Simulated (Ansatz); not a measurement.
# CdF2 (Fm-3m): given cell or relaxed cell?

Aim: gaps of CdF2 (Fm-3m) at the database cell and after a full relaxation.

Calculated with Ansatz 0.2.0; PBE, HSE06 and G0W0, plane waves, PAW.

### Step 1. Set-up

Symmetry: Fm-3m, No. 225, cubic system. The conventional cell has a = 5.388 Å, b = 5.388 Å, c = 5.388 Å, α = 90.00°, β = 90.00°, γ = 90.00°. Cd has 8 F at 2.33 Å nearest. Nearest to F lie 4 Cd at 2.33 Å. Farther neighbours and most contacts between anions are not listed.

As a file:

```cif
data_structure
_symmetry_space_group_name_H-M 'P 1'
_symmetry_Int_Tables_number 1
_cell_length_a 3.8099
_cell_length_b 3.8099
_cell_length_c 3.8099
_cell_angle_alpha 60.000
_cell_angle_beta 60.000
_cell_angle_gamma 60.000
_cell_volume 39.10
loop_
_atom_site_label
_atom_site_type_symbol
_atom_site_fract_x
_atom_site_fract_y
_atom_site_fract_z
_atom_site_occupancy
Cd1 Cd 0.00000 0.00000 0.00000 1
F2 F 0.25000 0.25000 0.25000 1
F3 F 0.75000 0.75000 0.75000 1
```

The cell and positions come from the Crystallography Open Database and are kept as given unless a step says otherwise.

### Step 2. PBE bands at the given cell

Levels along a band path, at the cheap level, show where the edges lie and whether the meshes to come will hold them.

This step: DFT, PBE, plane waves, PAW; PAW set soft_1.

Contents of input.yaml:

```yaml
crystal:
  lattice:
    - [0.0, 2.694, 2.694]
    - [2.694, 0.0, 2.694]
    - [2.694, 2.694, 0.0]
  atoms:
    - { symbol: Cd, position: [0.0, 0.0, 0.0] }
    - { symbol: F, position: [0.25, 0.25, 0.25] }
    - { symbol: F, position: [0.75, 0.75, 0.75] }
kpoints:
  mp_grid: { grid: [8, 8, 8] }
  band_path:
    path:
      - [[0.0, 0.0, 0.0], [0.5, 0.0, 0.5], [0.625, 0.25, 0.625]]
      - [[0.375, 0.375, 0.75], [0.0, 0.0, 0.0], [0.5, 0.5, 0.5], [0.5, 0.25, 0.75], [0.5, 0.0, 0.5]]
    npoints: 10
hamiltonian:
  xc: pbe
  pseudopotentials: { kind: paw, azcp: { folder: soft_1 } }
scf:
  occupations: { method: fermi_dirac, width: 0.02 }
  n_extra_bands: 5
output:
  eigenvalues: true
  forces: true
  stress: true
```

On the command line:

```sh
$ ansatz run input.yaml --threads 24 --pin off --max-ram 82944MiB --backend cuda --events-out ev --progress --plain --runs-dir out --devices 1 --max-vram 78GiB
```

Numbers of over 12 decimals in the logs are rounded to 6 here.

Output:

```text
scf.n_extra_bands = 5 over 17 filled bands (N_el = 34.0): the run solves 22 bands
GPUs: using 1 of 1 available (devices: 1).
Engine: ansatz 0.2.0, aarch64-unknown-linux-gnu
Pseudopotentials: kind: paw
Pseudopotential: Cd, paw, valence charge 20, recommended cutoff 420 eV (normal), soft_1/Cd.paw.azcp
Pseudopotential: F, paw, valence charge 7, recommended cutoff 420 eV (normal), soft_1/F.paw.azcp
Functional definition: PBE
  parameter kappa = 0.804
  parameter beta = 0.066725
  exchange = pbe_x(kappa = kappa, mu = beta*pi^2/3)
  correlation = pbe_c(beta = beta)
device memory: the entry about to start is reckoned to put 0.8 GiB on a device that reports 162.2 GiB free (of which the cap on the GPU budget leaves the run 78.0 GiB)
GPU FFT provider: cuFFT
GPU libraries: cuBLAS 13.8.1, cuFFT 12.4.0, cuSOLVER 12.3.2
GPU matrix products: emulated (plane waves: as basis.precision tells), large ones in fixed point in workspaces of 1.00 GiB
Crystal: 3 atoms, lattice volume = 39.104 Å³
Basis set: ecut = 420 eV, 749 PW (Γ), exchange–correlation on 54×54×54 points (8 copies of the dense FFT grid, shifted against one another)
Bands: 22, of which v1, the nominal top of the filled ones, is band 17 counted from 1 (16 counted from 0)
Symmetry: 48 space group operations
Space group: Fm-3m (ITA 225), of the structure as read, at distance tolerance 3.4e-5 Å
k-points: 29 of 512
Non-local potential: Cd, projectors of the file, l = 0: 3, l = 1: 2, l = 2: 2, l = 3: 1
Non-local potential: F, projectors of the file, l = 0: 2, l = 1: 2, l = 2: 1
PAW form: soft (Blöchl's): semilocal exchange-correlation on the pseudo side does not see the compensation charge
PAW one-centre angular grid: Cd, 590 points (default); XC on 64 Gauss nodes
PAW one-centre angular grid: F, 110 points (default); XC on 64 Gauss nodes
Initial density: superposition of atomic densities (chi_scale 0.1, normalization cell, long waves kept (reshape's long-wave potential 0.00 eV rms))
Initial wavefunctions: pseudopotential atomic-orbital guess
GPU buffer pool allocated for 19683 grid points (all kernels)
GPU transforms: local potential and band sums: pruned to the plane-wave sphere, on 25×25×25
Functional: x = pbe(κ = 0.804, μ = 0.219515), c = pbe(β = 0.066725)
SCF iter   1: F=—  HF=-9877.399804 eV  |F-HF|=—  |Δ(HF+E_count)|=         —  Δρ=2.13e-1  dr2=1.55e1  ethr=3.10e-3  ⟨swp⟩=5.0  Hψ=2822  notcnv=0
preconditioner: auto → none  [insulator: Δε(μ)=0.256 eV  Ē_g=18.309 eV  σ=0.020 eV  W_gap=0.99  n_scr=14 (ndim 8)  ℏωp=30.3 eV  f_vac=0.099  D(μ)=0.00/eV (n_scr^D=0)  ε∞_Penn≈3.7]
SCF iter   2: F=—  HF=-9873.514786 eV  |F-HF|=—  |Δ(HF+E_count)|=    3.89e0  Δρ=1.34e-1  dr2=4.32e0  ethr=3.10e-3  ⟨swp⟩=3.9  Hψ=1846  notcnv=0
SCF iter   3: F=—  HF=-9872.203040 eV  |F-HF|=—  |Δ(HF+E_count)|=    1.31e0  Δρ=2.07e-2  dr2=7.85e-2  ethr=3.10e-3  ⟨swp⟩=3.0  Hψ=1400  notcnv=0  defer=29
SCF iter   4: F=—  HF=-9872.209346 eV  |F-HF|=—  |Δ(HF+E_count)|=   6.31e-3  Δρ=6.02e-3  dr2=4.61e-3  ethr=2.31e-4  ⟨swp⟩=3.0  Hψ=1427  notcnv=0  defer=29
SCF iter   5: F=—  HF=-9872.213159 eV  |F-HF|=—  |Δ(HF+E_count)|=   3.81e-3  Δρ=5.68e-4  dr2=9.03e-5  ethr=1.36e-5  ⟨swp⟩=2.0  Hψ=1189  notcnv=0  defer=29
SCF iter   6: F=—  HF=-9872.213680 eV  |F-HF|=—  |Δ(HF+E_count)|=   5.21e-4  Δρ=3.56e-4  dr2=3.75e-5  ethr=2.66e-7  ⟨swp⟩=2.0  Hψ=1116  notcnv=0  defer=29
SCF iter   7: F=—  HF=-9872.213669 eV  |F-HF|=—  |Δ(HF+E_count)|=   1.09e-5  Δρ=7.97e-5  dr2=1.96e-6  ethr=1.10e-7  ⟨swp⟩=3.0  Hψ=1003  notcnv=0  defer=29
SCF iter   8: F=-9872.213669 eV  HF=-9872.213669 eV  |F-HF|=2.04e-8  |Δ(HF+E_count)|=   5.38e-7  Δρ=9.81e-6  dr2=3.02e-8  ethr=2.94e-10  ⟨swp⟩=7.7  Hψ=3472  notcnv=0
SCF 1 converged in 8 iterations: F = -9872.213669 eV  dr2 = 3.02e-8
[...]
device memory: the entry about to start is reckoned to put 1.0 GiB on a device that reports 161.3 GiB free (of which the cap on the GPU budget leaves the run 78.0 GiB)
NSCF: frozen V_eff on 62 k-points, pencils in batches of 32, up to order 100
SCF converged after 8 iterations
Free energy (F): -9872.213669 eV
Harris-Foulkes:  -9872.213669 eV  (|F-HF|=2.04e-8)
Internal energy: -9872.213669 eV  (E = F + TS)
E sigma→0 (E₀):  -9872.213669 eV
Fermi energy:    8.001262 eV
--- Per-component energies (eV) ---
  E_band       = -481.014339
  E_kinetic    = 836.253682
  E_local      = -4266.747010  (includes V_loc(G=0)·N_el)
  E_nonlocal   = 298.645608
  E_hartree    = 1875.725990
  E_xc         = -309.689902
  E_vxc        = -392.430452  (∫ρ·V_xc dr)
  E_paw        = -4512.547412  (= ΣΔE_a)
  E_vpaw       = -708.198971  (= ΣTr[D̂ρ^β])
  E_aug_tail   = 0.002009  (compensation charges beyond the density's cutoff)
  E_ewald      = -3793.856633
  E_smearing   = -0.000000  (= −TS)
  E_closure    = -0.000000  (closes the sum)
  Σ components = -9872.213669   (vs F -9872.213669, Δ=0.00e0)
--- Forces (eV/Å), atoms counted from 1 ---
  atom   1  Cd    -0.00000000    -0.00000000    -0.00000000
  atom   2  F     -0.00000000     0.00000000    -0.00000000
  atom   3  F     -0.00000000     0.00000000     0.00000000
  max |Σ_I F_I| component: 1.62e-17 eV/Å
--- Stress (GPa, compression-positive) ---
        5.468106      -0.000000       0.000000
       -0.000000       5.468106       0.000000
        0.000000      -0.000000       5.468106
  P = ⅓ Tr σ = 5.4681 GPa (54.681 kbar)
--- Band table (eV; the first three rows and the last of 29) ---
  k-point 0: bands = [... 13 lower, 5.4533, 5.9337, 5.9337, 5.9337, 9.5294, 19.1348, 19.1348, 19.1348, ... 1 higher]
  k-point 1: bands = [... 13 lower, 5.3492, 5.8263, 5.9444, 5.9444, 10.1068, 18.4233, 19.3653, 19.3653, ... 1 higher]
  k-point 2: bands = [... 13 lower, 5.0680, 5.3082, 5.9799, 5.9799, 11.4060, 17.2495, 19.9611, 19.9611, ... 1 higher]
  k-point 28: bands = [... 13 lower, 4.9044, 4.9044, 5.8279, 6.4306, 14.5251, 17.9399, 18.1333, 18.1333, ... 1 higher]
```

Wall time 1.2 s (1 × NVIDIA GB200 (shared by 2 runs) with 24 threads of Arm Neoverse V2, shared host); peak memory 1 GiB.

In the SCF lines HF is the Harris–Foulkes energy and dr2 the Hartree energy of the density residual, in eV; the loop may stop once dr2 is under the threshold and the program's other checks hold. Hψ counts applications of the Hamiltonian.

Numbers from this step:

| Property | Result |
| --- | --- |
| pressure | 5.468 GPa |
| filled bands | 17 |
| gap | 3.099 eV |
| valence top at | W |
| conduction bottom at | Γ |
| least direct gap | 3.596 eV |

The gap is indirect, with the least direct gap 0.50 eV higher. The pressure of 5 GPa says that this functional would expand the cell; it is kept.

### Step 3. Relaxing cell and ions

Gaps follow bond lengths, so the structure is brought to rest first.

input.yaml, the sections that differ from step 2:

```yaml
kpoints:
  mp_grid: { grid: [6, 6, 6] }
scf:
  occupations: { method: fermi_dirac, width: 0.02 }
relax:
  f_tol: 0.01
  max_steps: 60
  cell: {}
# crystal, hamiltonian: as in step 2
# output: removed
```

Output:

```text
[...]
GPUs: using 1 of 1 available (devices: 1).
[...]
Crystal: 3 atoms, lattice volume = 39.104 Å³
Basis set: ecut = 420 eV, 749 PW (Γ), exchange–correlation on 54×54×54 points (8 copies of the dense FFT grid, shifted against one another)
Bands: 21, of which v1, the nominal top of the filled ones, is band 17 counted from 1 (16 counted from 0)
Symmetry: 48 space group operations
[...]
k-points: 16 of 216
[...]
SCF iter   1: F=—  HF=-9877.398715 eV  |F-HF|=—  |Δ(HF+E_count)|=         —  Δρ=2.13e-1  dr2=1.54e1  ethr=3.10e-3  ⟨swp⟩=5.0  Hψ=1494  notcnv=0
[...]
SCF iter   2: F=—  HF=-9873.510643 eV  |F-HF|=—  |Δ(HF+E_count)|=    3.89e0  Δρ=1.34e-1  dr2=4.31e0  ethr=3.10e-3  ⟨swp⟩=3.9  Hψ=985  notcnv=0
[...]
SCF iter   8: F=-9872.213754 eV  HF=-9872.213754 eV  |F-HF|=1.86e-8  |Δ(HF+E_count)|=   4.96e-7  Δρ=9.42e-6  dr2=2.77e-8  ethr=2.94e-10  ⟨swp⟩=2.8  Hψ=1381  notcnv=0
SCF 1 converged in 8 iterations: F = -9872.213754 eV  dr2 = 2.77e-8
[...]
relax step   1: F+E_penalty+E_count = -9872.21375384 eV  Δ(F+E_penalty+E_count) = +0.000e0 eV  max|allowed force component| = 9.637e-18 eV/Å  Δτ_max = 0.0000 Å  P = +5.467 GPa  Ω = 39.104 Å³  (8 SCF iters, dr2 threshold 1.00e-7 eV, accepted)
[...]
relax step   2: F+E_penalty+E_count = -9872.24118092 eV  Δ(F+E_penalty+E_count) = -2.743e-2 eV  max|allowed force component| = 2.968e-17 eV/Å  Δτ_max = 0.0000 Å  P = +0.231 GPa  Ω = 40.960 Å³  energy of the carried Pulay correction = -4.407e-3 eV  (6 SCF iters, dr2 threshold 3.00e-7 eV, accepted)
[...]
relax step   4: F+E_penalty+E_count = -9872.24726828 eV  Δ(F+E_penalty+E_count) = -6.220e-3 eV  max|allowed force component| = 3.932e-17 eV/Å  Δτ_max = 0.0000 Å  P = +0.311 GPa  Ω = 41.046 Å³  stress off target by 3.11e-1 GPa  SCF on the basis re-selected at this cell (its energy is not comparable with the rows above)  (7 SCF iters)
[...]
relax step   6: F+E_penalty+E_count = -9872.24747868 eV  Δ(F+E_penalty+E_count) = -3.801e-4 eV  max|allowed force component| = 3.431e-17 eV/Å  Δτ_max = 0.0000 Å  P = +0.024 GPa  Ω = 41.171 Å³  stress off target by 2.40e-2 GPa  SCF on the basis re-selected at this cell (its energy is not comparable with the rows above)  (6 SCF iters)
basis re-selected at this cell: Δ(F+E_penalty+E_count) = -3.801e-4 eV, ΔP = +0.005 GPa vs the last step (what re-selecting the basis moved, of the pressure what is left beyond the Pulay correction that the steps carried, after the strain that the cell walked since its last selection, with what the two solves' SCF thresholds leave and, on support functions, any second-order correction that the steps lacked; it is no m [...]
SCF converged after 6 iterations
Free energy (F): -9872.247479 eV
[...]
Internal energy: -9872.247479 eV  (E = F + TS)
E sigma→0 (E₀):  -9872.247479 eV
Fermi energy:    7.144885 eV
[...]
--- Stress (GPa, compression-positive) ---
        0.024020      -0.000000      -0.000000
       -0.000000       0.024020      -0.000000
       -0.000000      -0.000000       0.024020
  P = ⅓ Tr σ = 0.0240 GPa (0.240 kbar)
--- Band table (eV; the first three rows and the last of 16) ---
  k-point 0: bands = [... 13 lower, 4.8180, 5.1145, 5.1145, 5.1145, 8.5858, 18.1238, 18.1238, 18.1238]
  k-point 1: bands = [... 13 lower, 4.6223, 4.9270, 5.1621, 5.1621, 9.5161, 17.0310, 18.4849, 18.4849]
  k-point 2: bands = [... 13 lower, 4.2314, 4.2314, 5.2219, 5.2219, 11.3094, 15.5473, 19.2808, 19.2808]
  k-point 15: bands = [... 13 lower, 3.6313, 4.8922, 5.1872, 5.6537, 13.3190, 16.0262, 17.1140, 18.0953]
--- Relaxed structure (4 steps of the walk, 4 accepted, 2 SCFs on fresh bases) ---
  F+E_penalty+E_count = -9872.24747868 eV   max|allowed force component| = 3.431e-17 eV/Å   (the final SCF, on the basis selected at the relaxed cell)
  cell:  # Å, volume = 41.1711 Å³
    - [0, 2.740654, 2.740654]
    - [2.740654, 0, 2.740654]
    - [2.740654, 2.740654, 0]
  atoms:
    - { symbol: Cd, position: [0, 0, 0] }
    - { symbol: F, position: [0.25, 0.25, 0.25] }
    - { symbol: F, position: [0.750000, 0.750000, 0.750000] }
```

The job ended after 1.7 s (1 × NVIDIA GB200 (shared by 2 runs) with 24 threads; peak memory 1 GiB).

The steps of the relaxation:

```csv
step,energy less that of the first step (eV),largest force component (eV/Å),pressure (GPa),volume (Å³)
1,0.0000,0.0000,5.47,39.10
2,-0.0274,0.0000,0.23,40.96
3,-0.0273,0.0000,0.02,41.05
4,-0.0335,0.0000,0.31,41.05
5,-0.0333,0.0000,0.02,41.17
6*,-0.0337,0.0000,0.02,41.17
```

Relaxation steps marked * repeat the geometry before them on a plane-wave basis chosen anew for their cell, so energy and pressure can jump there. The log counts 2 steps on a newly chosen plane-wave basis, not all of them marked here; energy and pressure can jump at such steps.

Forces are held to the 48 operations that the run works with; a distortion that breaks them can't arise in this run.

```csv
"conventional cell, symmetrised",before,after,change
a (Å),5.388,5.481,+1.7 %
b (Å),5.388,5.481,+1.7 %
c (Å),5.388,5.481,+1.7 %
volume (Å³/atom),13.03,13.72,+5.3 %
```

The relaxed structure:

```xyz
3
Lattice="0.0000 2.7407 2.7407 2.7407 0.0000 2.7407 2.7407 2.7407 0.0000" Properties=species:S:1:pos:R:3 pbc="T T T"
Cd    0.0000    0.0000    0.0000
F     1.3703    1.3703    1.3703
F     4.1110    4.1110    4.1110
```

### Step 4. PBE at the relaxed cell

Contents of input.yaml:

```yaml
crystal:
  lattice:
    - [0.0, 2.7406540682, 2.7406540682]
    - [2.7406540682, 0.0, 2.7406540682]
    - [2.7406540682, 2.7406540682, 0.0]
  atoms:
    - { symbol: Cd, position: [0.0, 0.0, 0.0] }
    - { symbol: F, position: [0.25, 0.25, 0.25] }
    - { symbol: F, position: [0.75, 0.75, 0.75] }
kpoints:
  mp_grid: { grid: [8, 8, 8] }
  band_path:
    path:
      - [[0.0, 0.0, 0.0], [0.5, 0.0, 0.5], [0.625, 0.25, 0.625]]
      - [[0.375, 0.375, 0.75], [0.0, 0.0, 0.0], [0.5, 0.5, 0.5], [0.5, 0.25, 0.75], [0.5, 0.0, 0.5]]
    npoints: 10
hamiltonian:
  xc: pbe
  pseudopotentials: { kind: paw, azcp: { folder: soft_1 } }
scf:
  occupations: { method: fermi_dirac, width: 0.02 }
  n_extra_bands: 5
output:
  eigenvalues: true
  forces: true
  stress: true
```

Output:

```text
[...]
GPUs: using 1 of 1 available (devices: 1).
[...]
GPU FFT provider: cuFFT
GPU libraries: cuBLAS 13.8.1, cuFFT 12.4.0, cuSOLVER 12.3.2
[...]
Crystal: 3 atoms, lattice volume = 41.171 Å³
Basis set: ecut = 420 eV, 821 PW (Γ), exchange–correlation on 54×54×54 points (8 copies of the dense FFT grid, shifted against one another)
[...]
k-point 0: bands = [... 13 lower, 4.8179, 5.1145, 5.1145, 5.1145, 8.5858, 18.1238, 18.1238, 18.1238, ... 1 higher]
  k-point 1: bands = [... 13 lower, 4.7013, 5.0429, 5.1455, 5.1455, 9.1442, 17.4190, 18.3328, 18.3328, ... 1 higher]
  k-point 2: bands = [... 13 lower, 4.4309, 4.5832, 5.1946, 5.1946, 10.3902, 16.2563, 18.8688, 18.8688, ... 1 higher]
  k-point 28: bands = [... 13 lower, 4.2516, 4.2516, 5.1688, 5.6715, 13.3330, 17.0063, 17.0063, 17.0231, ... 1 higher]
[key lines of the parts left out:]
SCF converged after 9 iterations
Free energy (F): -9872.247458 eV
Fermi energy:    7.150428 eV
P = ⅓ Tr σ = 0.0237 GPa (0.237 kbar)
```

It took 1.1 s on 1 × NVIDIA GB200 (shared by 2 runs) with 24 threads; peak memory 1 GiB.

Numbers from this step:

```yaml
pressure: 0.02370 GPa
gap: 2.914 eV
valence_top_at: W
conduction_bottom_at: Γ
least_direct_gap: 3.471 eV
```

The gap is indirect, with the least direct gap 0.56 eV higher.

[end of part 1 of 2]

[Paths, hosts, dates, memory and timing lines, banners, echoed tables and standing remarks are left out of the program output.]

[Logs are printed without paths, hosts, clocks, repeated set-up lines and the standing remarks that a program may print on its own settings, such as how far it seeks lower states.]

[Runs of the session that timed out or met a known fault of the program may be left out.]

[Cells called generated may have been cut or substituted from an entry of the Crystallography Open Database or the Materials Project.]

[Hosts, paths, dates, database ids (printed as entryN), source tags and the programs' standing remarks are cut or masked in the printed files.]
